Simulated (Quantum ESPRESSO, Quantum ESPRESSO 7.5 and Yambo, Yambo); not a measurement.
**A GW chain in Yambo: BiOBr (P4/nmm)**

How does a plane-wave GW calculation on BiOBr (P4/nmm) run from the first input to the gap?

Method: PBEsol and many-body steps on it, plane waves, in Quantum ESPRESSO 7.5 and Yambo 5.3.0.

The database entry behind the starting cell differs from later determinations by our own check (0.1 to 0.3 % short, probably kX units), so it need not match the best structure at ambient conditions.

**1. Set-up**

Symmetry: P4/nmm, No. 129, tetragonal system. Conventional cell: a = 3.916 Å, b = 3.916 Å, c = 8.077 Å, α = 90.00°, β = 90.00°, γ = 90.00°. Nearest to Bi lie 4 O at 2.32 Å and 4 Br at 3.18 Å. Nearest to Br lie 4 Bi at 3.18 Å. Nearest to O lie 4 Bi at 2.32 Å. Farther neighbours and most contacts between anions are not listed.

The cell and positions come from the Crystallography Open Database and are kept as given unless a step says otherwise. Spin-orbit coupling is left out unless a step names it.

**2. Ground state**

This step: Quantum ESPRESSO 7.5; DFT, PBEsol, plane waves, norm-conserving pseudopotentials.

The ground-state density comes first.

pw.in reads:

```
&control
  calculation = 'scf'
  prefix = 'x'
  outdir = 'o'
  pseudo_dir = 'pseudo'
/
&system
  ibrav = 0
  nat = 6
  ntyp = 3
  ecutwfc = 76.0
  nbnd = 53
  force_symmorphic = .true.
/
&electrons
  conv_thr = 1e-10
  electron_maxstep = 80
  mixing_beta = 0.5
/
ATOMIC_SPECIES
  Bi 208.98 Bi.upf
  Br 79.904 Br.upf
  O 15.999 O.upf
CELL_PARAMETERS angstrom
  3.9160000000 0.0000000000 0.0000000000
  0.0000000000 3.9160000000 0.0000000000
  0.0000000000 0.0000000000 8.0770000000
ATOMIC_POSITIONS crystal
  Bi 0.0000000000 0.5000000000 0.1540000000
  Bi 0.5000000000 0.0000000000 0.8460000000
  Br 0.0000000000 0.5000000000 0.6530000000
  Br 0.5000000000 0.0000000000 0.3470000000
  O 0.0000000000 0.0000000000 0.0000000000
  O 0.5000000000 0.5000000000 0.0000000000
K_POINTS automatic
  6 6 4 0 0 0
```

Started as:

```
$ OMP_NUM_THREADS=1 mpirun -n 8 pw.x -nk 8 -in pw.in > pw.out
```

Log:

```text
Program PWSCF v.7.5 starts

     This program is part of the open-source Quantum ESPRESSO suite
     for quantum simulation of materials; please cite
         "P. Giannozzi et al., J. Phys.:Condens. Matter 21 395502 (2009);
         "P. Giannozzi et al., J. Phys.:Condens. Matter 29 465901 (2017);
         "P. Giannozzi et al., J. Chem. Phys. 152 154105 (2020);
     in publications or presentations arising from this work. More details at
     Message from routine setup:
     using ibrav=0 with symmetry is DISCOURAGED, use correct ibrav instead

     G-vector sticks info

     bravais-lattice index     =            0
     lattice parameter (alat)  =       7.4002  a.u.
     unit-cell volume          =     835.8571 (a.u.)^3
     number of atoms/cell      =            6
     number of atomic types    =            3
     number of electrons       =        92.00
     number of Kohn-Sham states=           53
     kinetic-energy cutoff     =      76.0000  Ry
     charge density cutoff     =     304.0000  Ry
     scf convergence threshold =      1.0E-10
     mixing beta               =       0.5000
     number of iterations used =            8  plain     mixing
     Exchange-correlation= PBESOL
                           (   1   4  10   8   0   0   0)

     celldm(1)=   7.400168  celldm(2)=   0.000000  celldm(3)=   0.000000
     celldm(4)=   0.000000  celldm(5)=   0.000000  celldm(6)=   0.000000

     crystal axes: (cart. coord. in units of alat)
               a(1) = (   1.000000   0.000000   0.000000 )
               a(2) = (   0.000000   1.000000   0.000000 )
               a(3) = (   0.000000   0.000000   2.062564 )

     reciprocal axes: (cart. coord. in units 2 pi/alat)
               b(1) = (  1.000000  0.000000  0.000000 )
               b(2) = (  0.000000  1.000000  0.000000 )
               b(3) = (  0.000000  0.000000  0.484833 )
     Pseudo is Norm-conserving + core correction, Zval = 23.0
     Generated using ONCVPSP code by D. R. Hamann
     Using radial grid of 1472 points,  6 beta functions with:
     Pseudo is Norm-conserving + core correction, Zval = 17.0
     Generated using ONCVPSP code by D. R. Hamann
     Using radial grid of 1098 points,  6 beta functions with:
     Pseudo is Norm-conserving + core correction, Zval =  6.0
     Generated using ONCVPSP code by D. R. Hamann
     Using radial grid of  936 points,  5 beta functions with:
     Bi               23.00   208.98000     Bi( 1.00)
     Br               17.00    79.90400     Br( 1.00)
     O                 6.00    15.99900     O ( 1.00)

      8 Sym. Ops. (no inversion) found

   Cartesian axes

     site n.     atom                  positions (alat units)
         1        Bi     tau(   1) = (   0.0000000   0.5000000   0.3176348  )
         2        Bi     tau(   2) = (   0.5000000   0.0000000   1.7449290  )
         3        Br     tau(   3) = (   0.0000000   0.5000000   1.3468542  )
         4        Br     tau(   4) = (   0.5000000   0.0000000   0.7157097  )
         5        O      tau(   5) = (   0.0000000   0.0000000   0.0000000  )
         6        O      tau(   6) = (   0.5000000   0.5000000   0.0000000  )

     number of k points=    30
                       cart. coord. in units 2pi/alat
        k(    1) = (   0.0000000   0.0000000   0.0000000), wk =   0.0138889
        k(    2) = (   0.0000000   0.0000000   0.1212084), wk =   0.0277778
        k(    3) = (   0.0000000   0.0000000  -0.2424167), wk =   0.0138889
        k(    4) = (   0.0000000   0.1666667   0.0000000), wk =   0.0555556
        k(    5) = (   0.0000000   0.1666667   0.1212084), wk =   0.1111111
        k(    6) = (   0.0000000   0.1666667  -0.2424167), wk =   0.0555556
        k(    7) = (   0.0000000   0.3333333   0.0000000), wk =   0.0555556
        k(    8) = (   0.0000000   0.3333333   0.1212084), wk =   0.1111111
        k(    9) = (   0.0000000   0.3333333  -0.2424167), wk =   0.0555556
        k(   10) = (   0.0000000  -0.5000000   0.0000000), wk =   0.0277778
     [... 18 further rows ...]
        k(   29) = (  -0.5000000  -0.5000000   0.1212084), wk =   0.0277778
        k(   30) = (  -0.5000000  -0.5000000  -0.2424167), wk =   0.0138889

     Dense  grid:    74789 G-vectors     FFT dimensions: (  45,  45,  90)

     Initial potential from superposition of free atoms

     starting charge      91.9984, renormalised to      92.0000
     Starting wfcs are   52 randomized atomic wfcs +    1 random wfcs

     per-process dynamical memory:    88.2 Mb

     Self-consistent Calculation

     iteration #  1     ecut=    76.00 Ry     beta= 0.50

     total energy              =   -1534.99225558 Ry
     estimated scf accuracy    <       1.16394720 Ry

     iteration #  2     ecut=    76.00 Ry     beta= 0.50

     total energy              =   -1535.11072058 Ry
     estimated scf accuracy    <       1.66579402 Ry

     iteration #  3     ecut=    76.00 Ry     beta= 0.50

     total energy              =   -1535.43307558 Ry
     estimated scf accuracy    <       0.20832389 Ry

     iteration #  4     ecut=    76.00 Ry     beta= 0.50

     total energy              =   -1535.45472688 Ry
     estimated scf accuracy    <       0.01038204 Ry

     iteration #  5     ecut=    76.00 Ry     beta= 0.50

     total energy              =   -1535.45652533 Ry
     estimated scf accuracy    <       0.00432499 Ry

     iteration #  6     ecut=    76.00 Ry     beta= 0.50

     total energy              =   -1535.45703975 Ry
     estimated scf accuracy    <       0.00004375 Ry

     iteration #  7     ecut=    76.00 Ry     beta= 0.50

     total energy              =   -1535.45705451 Ry
     estimated scf accuracy    <       0.00001002 Ry

     iteration #  8     ecut=    76.00 Ry     beta= 0.50

     total energy              =   -1535.45705602 Ry
     estimated scf accuracy    <       0.00000046 Ry

     iteration #  9     ecut=    76.00 Ry     beta= 0.50

     total energy              =   -1535.45705612 Ry
     estimated scf accuracy    <       0.00000025 Ry

     iteration # 10     ecut=    76.00 Ry     beta= 0.50

     total energy              =   -1535.45705616 Ry
     estimated scf accuracy    <       0.00000001 Ry

     iteration # 11     ecut=    76.00 Ry     beta= 0.50

     total energy              =   -1535.45705616 Ry
     estimated scf accuracy    <       0.00000001 Ry

     iteration # 12     ecut=    76.00 Ry     beta= 0.50

     End of self-consistent calculation

          k = 0.0000 0.0000 0.0000 (  9399 PWs)   bands (ev):

  -142.9439-142.9439 -80.9818 -80.9816 -80.9696 -80.9696 -80.9695 -80.9695
   -49.5760 -49.5759 -49.5751 -49.5750 -49.5501 -49.5501 -49.5499 -49.5499
   -49.5414 -49.5414 -12.5067 -12.3081 -12.3081 -12.2965 -12.2952 -12.2612
   -12.2440 -12.2355 -12.2355 -12.2146  -8.9495  -6.3825  -4.0304  -3.8151
     0.0478   2.3686   4.8537   4.8537   7.6729   7.8235   7.8235   7.9112
     8.5073   8.5909   8.5909   8.8601   8.8601   8.9464  11.9600  12.8876
    14.5611  14.5611  16.2402  16.2402  16.4117

          k = 0.0000 0.0000 0.1212 (  9362 PWs)   bands (ev):

  -142.9439-142.9438 -80.9818 -80.9816 -80.9696 -80.9696 -80.9695 -80.9695
   -49.5760 -49.5759 -49.5751 -49.5750 -49.5501 -49.5501 -49.5499 -49.5499
   -49.5414 -49.5414 -12.5067 -12.3081 -12.3081 -12.2965 -12.2952 -12.2612
   -12.2440 -12.2355 -12.2355 -12.2146  -8.9488  -6.3825  -4.1346  -3.6987
     0.0412   2.3443   4.8588   4.8588   7.6727   7.7774   7.7950   7.7950
     8.4579   8.4579   8.6032   9.0452   9.0452   9.2182  11.8307  12.5244
    14.4725  14.4725  16.2804  16.2804  16.5388

          k = 0.0000 0.0000-0.2424 (  9314 PWs)   bands (ev):

  -142.9438-142.9437 -80.9818 -80.9816 -80.9696 -80.9696 -80.9695 -80.9695
   -49.5760 -49.5759 -49.5751 -49.5750 -49.5501 -49.5501 -49.5499 -49.5499
   -49.5414 -49.5414 -12.5067 -12.3080 -12.3080 -12.2965 -12.2952 -12.2612
   -12.2440 -12.2355 -12.2355 -12.2146  -8.9481  -6.3825  -4.2000  -3.6210
     0.0344   2.3202   4.8640   4.8640   7.6724   7.6784   7.7648   7.7648
     8.3879   8.3879   8.7015   9.1696   9.1696   9.4844  11.7620  12.0947
    14.3873  14.3873  16.3165  16.3165  16.7437

          k = 0.0000 0.1667 0.0000 (  9367 PWs)   bands (ev):

     [... further k-points ...]

     highest occupied, lowest unoccupied level (ev):     9.6103   11.7620

!    total energy              =   -1535.45705616 Ry
     estimated scf accuracy    <          9.4E-11 Ry

     The total energy is the sum of the following terms:
     one-electron contribution =    -922.25203659 Ry
     hartree contribution      =     458.86248706 Ry
     xc contribution           =    -246.45005988 Ry
     ewald contribution        =    -825.61744674 Ry

     convergence has been achieved in  12 iterations

     XML data file, charge density, pseudopotentials, collected wavefunctions

=------------------------------------------------------------------------------=
   JOB DONE.
=------------------------------------------------------------------------------=
```

It took 48 s on 8 MPI ranks of Arm Neoverse V1, shared host; peak memory 1.2 GiB; 6.4 min of CPU time.

This step gave:

```
total energy               : -20890.9575 eV
gap                        : 2.152 eV
k of the valence top       : 0, 0.3333, -0.5
k of the conduction bottom : 0, 0, -0.5
least direct gap           : 2.278 eV
```

The gap is indirect, with the least direct gap 0.13 eV higher.

**3. Bands along the symmetry lines**

The cheap functional maps the bands first; the places of the edges decide which points the dearer methods must see.

pw.in reads:

```
&control
  calculation = 'bands'
  prefix = 'x'
  outdir = 'o'
  pseudo_dir = 'pseudo'
/
&system
  ibrav = 0
  nat = 6
  ntyp = 3
  ecutwfc = 76.0
  nbnd = 52
  force_symmorphic = .true.
/
&electrons
  conv_thr = 1e-9
  electron_maxstep = 80
  diago_full_acc = .true.
  diago_thr_init = 5e-6
/
ATOMIC_SPECIES
  Bi 208.98 Bi.upf
  Br 79.904 Br.upf
  O 15.999 O.upf
CELL_PARAMETERS angstrom
  3.9160000000 0.0000000000 0.0000000000
  0.0000000000 3.9160000000 0.0000000000
  0.0000000000 0.0000000000 8.0770000000
ATOMIC_POSITIONS crystal
  Bi 0.0000000000 0.5000000000 0.1540000000
  Bi 0.5000000000 0.0000000000 0.8460000000
  Br 0.0000000000 0.5000000000 0.6530000000
  Br 0.5000000000 0.0000000000 0.3470000000
  O 0.0000000000 0.0000000000 0.0000000000
  O 0.5000000000 0.5000000000 0.0000000000
K_POINTS crystal
  75
  0.00000000 0.00000000 0.00000000 1
  0.00000000 0.06250000 0.00000000 1
  0.00000000 0.12500000 0.00000000 1
  0.00000000 0.18750000 0.00000000 1
  0.00000000 0.25000000 0.00000000 1
  0.00000000 0.31250000 0.00000000 1
  0.00000000 0.37500000 0.00000000 1
  0.00000000 0.43750000 0.00000000 1
  0.00000000 0.50000000 0.00000000 1
  0.06250000 0.50000000 0.00000000 1
  0.12500000 0.50000000 0.00000000 1
  0.18750000 0.50000000 0.00000000 1
  0.25000000 0.50000000 0.00000000 1
  0.31250000 0.50000000 0.00000000 1
  0.37500000 0.50000000 0.00000000 1
  0.43750000 0.50000000 0.00000000 1
  0.50000000 0.50000000 0.00000000 1
  0.43750000 0.43750000 0.00000000 1
  0.37500000 0.37500000 0.00000000 1
  0.31250000 0.31250000 0.00000000 1
  0.25000000 0.25000000 0.00000000 1
  0.18750000 0.18750000 0.00000000 1
  0.12500000 0.12500000 0.00000000 1
  0.06250000 0.06250000 0.00000000 1
  0.00000000 0.00000000 0.00000000 1
  0.00000000 0.00000000 0.06250000 1
  0.00000000 0.00000000 0.12500000 1
  0.00000000 0.00000000 0.18750000 1
  0.00000000 0.00000000 0.25000000 1
  0.00000000 0.00000000 0.31250000 1
  0.00000000 0.00000000 0.37500000 1
  0.00000000 0.00000000 0.43750000 1
  0.00000000 0.00000000 0.50000000 1
  0.00000000 0.06250000 0.50000000 1
  0.00000000 0.12500000 0.50000000 1
  0.00000000 0.18750000 0.50000000 1
  0.00000000 0.25000000 0.50000000 1
  0.00000000 0.31250000 0.50000000 1
  0.00000000 0.37500000 0.50000000 1
  0.00000000 0.43750000 0.50000000 1
  0.00000000 0.50000000 0.50000000 1
  0.06250000 0.50000000 0.50000000 1
  0.12500000 0.50000000 0.50000000 1
  0.18750000 0.50000000 0.50000000 1
  0.25000000 0.50000000 0.50000000 1
  0.31250000 0.50000000 0.50000000 1
  0.37500000 0.50000000 0.50000000 1
  0.43750000 0.50000000 0.50000000 1
  0.50000000 0.50000000 0.50000000 1
  0.43750000 0.43750000 0.50000000 1
  0.37500000 0.37500000 0.50000000 1
  0.31250000 0.31250000 0.50000000 1
  0.25000000 0.25000000 0.50000000 1
  0.18750000 0.18750000 0.50000000 1
  0.12500000 0.12500000 0.50000000 1
  0.06250000 0.06250000 0.50000000 1
  0.00000000 0.00000000 0.50000000 1
  0.00000000 0.50000000 0.00000000 1
  0.00000000 0.50000000 0.06250000 1
  0.00000000 0.50000000 0.12500000 1
  0.00000000 0.50000000 0.18750000 1
  0.00000000 0.50000000 0.25000000 1
  0.00000000 0.50000000 0.31250000 1
  0.00000000 0.50000000 0.37500000 1
  0.00000000 0.50000000 0.43750000 1
  0.00000000 0.50000000 0.50000000 1
  0.50000000 0.50000000 0.00000000 1
  0.50000000 0.50000000 0.06250000 1
  0.50000000 0.50000000 0.12500000 1
  0.50000000 0.50000000 0.18750000 1
  0.50000000 0.50000000 0.25000000 1
  0.50000000 0.50000000 0.31250000 1
  0.50000000 0.50000000 0.37500000 1
  0.50000000 0.50000000 0.43750000 1
  0.50000000 0.50000000 0.50000000 1
```

Log:

```text
[banner, memory and clock lines left out]
Program PWSCF v.7.5 starts

     Atomic positions and unit cell read from directory:
     o/x.save/

     Message from routine setup:
     using ibrav=0 with symmetry is DISCOURAGED, use correct ibrav instead

     G-vector sticks info

     bravais-lattice index     =            0
     lattice parameter (alat)  =       7.4002  a.u.
     unit-cell volume          =     835.8571 (a.u.)^3
     number of atoms/cell      =            6
     number of atomic types    =            3
     number of electrons       =        92.00
     number of Kohn-Sham states=           52
     kinetic-energy cutoff     =      76.0000  Ry
     charge density cutoff     =     304.0000  Ry
     Exchange-correlation= PBESOL
                           (   1   4  10   8   0   0   0)

     celldm(1)=   7.400168  celldm(2)=   0.000000  celldm(3)=   0.000000
     celldm(4)=   0.000000  celldm(5)=   0.000000  celldm(6)=   0.000000

     crystal axes: (cart. coord. in units of alat)
               a(1) = (   1.000000   0.000000   0.000000 )
               a(2) = (   0.000000   1.000000   0.000000 )
               a(3) = (   0.000000   0.000000   2.062564 )

     reciprocal axes: (cart. coord. in units 2 pi/alat)
               b(1) = (  1.000000  0.000000  0.000000 )
               b(2) = (  0.000000  1.000000  0.000000 )
               b(3) = (  0.000000  0.000000  0.484833 )
     Pseudo is Norm-conserving + core correction, Zval = 23.0
     Generated using ONCVPSP code by D. R. Hamann
     Using radial grid of 1472 points,  6 beta functions with:
     Pseudo is Norm-conserving + core correction, Zval = 17.0
     Generated using ONCVPSP code by D. R. Hamann
     Using radial grid of 1098 points,  6 beta functions with:
     Pseudo is Norm-conserving + core correction, Zval =  6.0
     Generated using ONCVPSP code by D. R. Hamann
     Using radial grid of  936 points,  5 beta functions with:
     Bi               23.00   208.98000     Bi( 1.00)
     Br               17.00    79.90400     Br( 1.00)
     O                 6.00    15.99900     O ( 1.00)

      8 Sym. Ops. (no inversion) found

   Cartesian axes

     site n.     atom                  positions (alat units)
         1        Bi     tau(   1) = (   0.0000000   0.5000000   0.3176348  )
         2        Bi     tau(   2) = (   0.5000000   0.0000000   1.7449290  )
         3        Br     tau(   3) = (   0.0000000   0.5000000   1.3468542  )
         4        Br     tau(   4) = (   0.5000000   0.0000000   0.7157097  )
         5        O      tau(   5) = (   0.0000000   0.0000000   0.0000000  )
         6        O      tau(   6) = (   0.5000000   0.5000000   0.0000000  )

     number of k points=    75
                       cart. coord. in units 2pi/alat
        k(    1) = (   0.0000000   0.0000000   0.0000000), wk =   0.0266667
        k(    2) = (   0.0000000   0.0625000   0.0000000), wk =   0.0266667
        k(    3) = (   0.0000000   0.1250000   0.0000000), wk =   0.0266667
[...]
[... 63 further rows ...]
        k(   74) = (   0.5000000   0.5000000   0.2121146), wk =   0.0266667
        k(   75) = (   0.5000000   0.5000000   0.2424167), wk =   0.0266667

     Dense  grid:    74789 G-vectors     FFT dimensions: (  45,  45,  90)

     The potential is recalculated from file :
     o/x.save/charge-density

     Starting wfcs are   52 randomized atomic wfcs

     Band Structure Calculation

     End of band structure calculation

          k = 0.0000 0.0000 0.0000 (  9399 PWs)   bands (ev):

  -142.9439-142.9439 -80.9819 -80.9816 -80.9696 -80.9696 -80.9695 -80.9695
   -49.5759 -49.5759 -49.5750 -49.5750 -49.5500 -49.5500 -49.5499 -49.5499
   -49.5414 -49.5414 -12.5067 -12.3081 -12.3081 -12.2965 -12.2952 -12.2612
   -12.2440 -12.2355 -12.2355 -12.2146  -8.9496  -6.3826  -4.0303  -3.8151
[...]
14.5611  14.5611  16.2401  16.2401

          k = 0.0000 0.0625 0.0000 (  9399 PWs)   bands (ev):

  -142.9439-142.9439 -80.9819 -80.9816 -80.9697 -80.9696 -80.9695 -80.9695
[...]
14.4574  14.5414  15.9974  16.2063

          k = 0.0000 0.1250 0.0000 (  9359 PWs)   bands (ev):

  -142.9439-142.9438 -80.9819 -80.9816 -80.9697 -80.9696 -80.9695 -80.9695
[...]
14.2148  14.4865  15.6345  16.1007

[...]
k = 0.5000 0.5000 0.2121 (  9348 PWs)   bands (ev):

  -142.9439-142.9439 -80.9817 -80.9817 -80.9698 -80.9698 -80.9696 -80.9696
[...]
14.9356  14.9356  15.3558  15.3558

          k = 0.5000 0.5000 0.2424 (  9400 PWs)   bands (ev):

  -142.9439-142.9439 -80.9817 -80.9817 -80.9698 -80.9698 -80.9696 -80.9696
[...]
-0.4937  -0.4937   4.9728   4.9728   6.4453   6.4453   7.3012   7.3012
     7.7158   7.7158   8.5075   8.5075   8.6167   8.6167  13.6336  13.6336
    14.9434  14.9434  15.3250  15.3250

     XML data file, pseudopotentials, collected wavefunctions
```

Run time: 25 s. Hardware: 8 MPI ranks; peak memory 0.91 GiB.

This step gave:

- gap: 2.098 eV
- k of the valence top: 0, 0.375, 0.5
- k of the conduction bottom: 0, 0, 0.4375
- least direct gap: 2.278 eV

The gap is 2.098 eV, −0.054 eV from the run before at this level.

Electronic bands along the path, in eV, zero at the top of the highest filled band:

```csv
point,band 43,band 44,band 45,band 46,band 47,band 48,band 49,band 50
Γ,-1.07,-0.80,-0.80,-0.72,2.30,3.22,4.90,4.90
halfway,-0.65,-0.55,-0.35,-0.16,3.86,4.13,4.17,4.67
X,-0.57,-0.57,-0.15,-0.15,4.28,4.28,4.84,4.84
halfway,-0.99,-0.99,-0.97,-0.97,3.96,3.96,4.90,4.90
M,-1.05,-1.05,-0.81,-0.81,3.28,3.28,5.06,5.06
halfway,-0.89,-0.50,-0.39,-0.38,3.41,4.46,4.82,4.83
Γ,-1.07,-0.80,-0.80,-0.72,2.30,3.22,4.90,4.90
halfway,-1.06,-0.62,-0.62,-0.44,2.17,2.86,4.81,4.81
Z,-0.96,-0.49,-0.49,-0.18,2.10,2.43,4.72,4.72
halfway,-0.92,-0.53,-0.44,-0.24,3.64,3.92,4.74,4.77
R,-0.58,-0.58,-0.11,-0.11,4.10,4.10,4.88,4.88
halfway,-1.09,-1.09,-0.52,-0.52,3.58,3.58,5.34,5.34
A,-1.16,-1.16,-1.05,-1.05,3.97,3.97,5.28,5.28
halfway,-1.18,-1.05,-0.36,-0.30,3.06,4.31,5.03,5.17
Z,-0.96,-0.49,-0.49,-0.18,2.10,2.43,4.72,4.72
jump to X,-0.57,-0.57,-0.15,-0.15,4.28,4.28,4.84,4.84
halfway,-0.57,-0.57,-0.13,-0.13,4.19,4.19,4.86,4.86
R,-0.58,-0.58,-0.11,-0.11,4.10,4.10,4.88,4.88
jump to M,-1.05,-1.05,-0.81,-0.81,3.28,3.28,5.06,5.06
halfway,-1.05,-1.05,-0.98,-0.98,3.59,3.59,5.17,5.17
A,-1.16,-1.16,-1.05,-1.05,3.97,3.97,5.28,5.28
```

(Continued in part 2 of 3.)

[Paths, hosts, dates, memory and timing lines, banners, echoed tables and standing remarks are left out of the program output.]

[Logs are printed without paths, hosts, clocks, repeated set-up lines and the standing remarks that a program may print on its own settings, such as how far it seeks lower states.]

[Runs of the session that timed out or met a known fault of the program may be left out.]

[Hosts, paths, dates, database ids (printed as entryN), source tags and the programs' standing remarks are cut or masked in the printed files.]
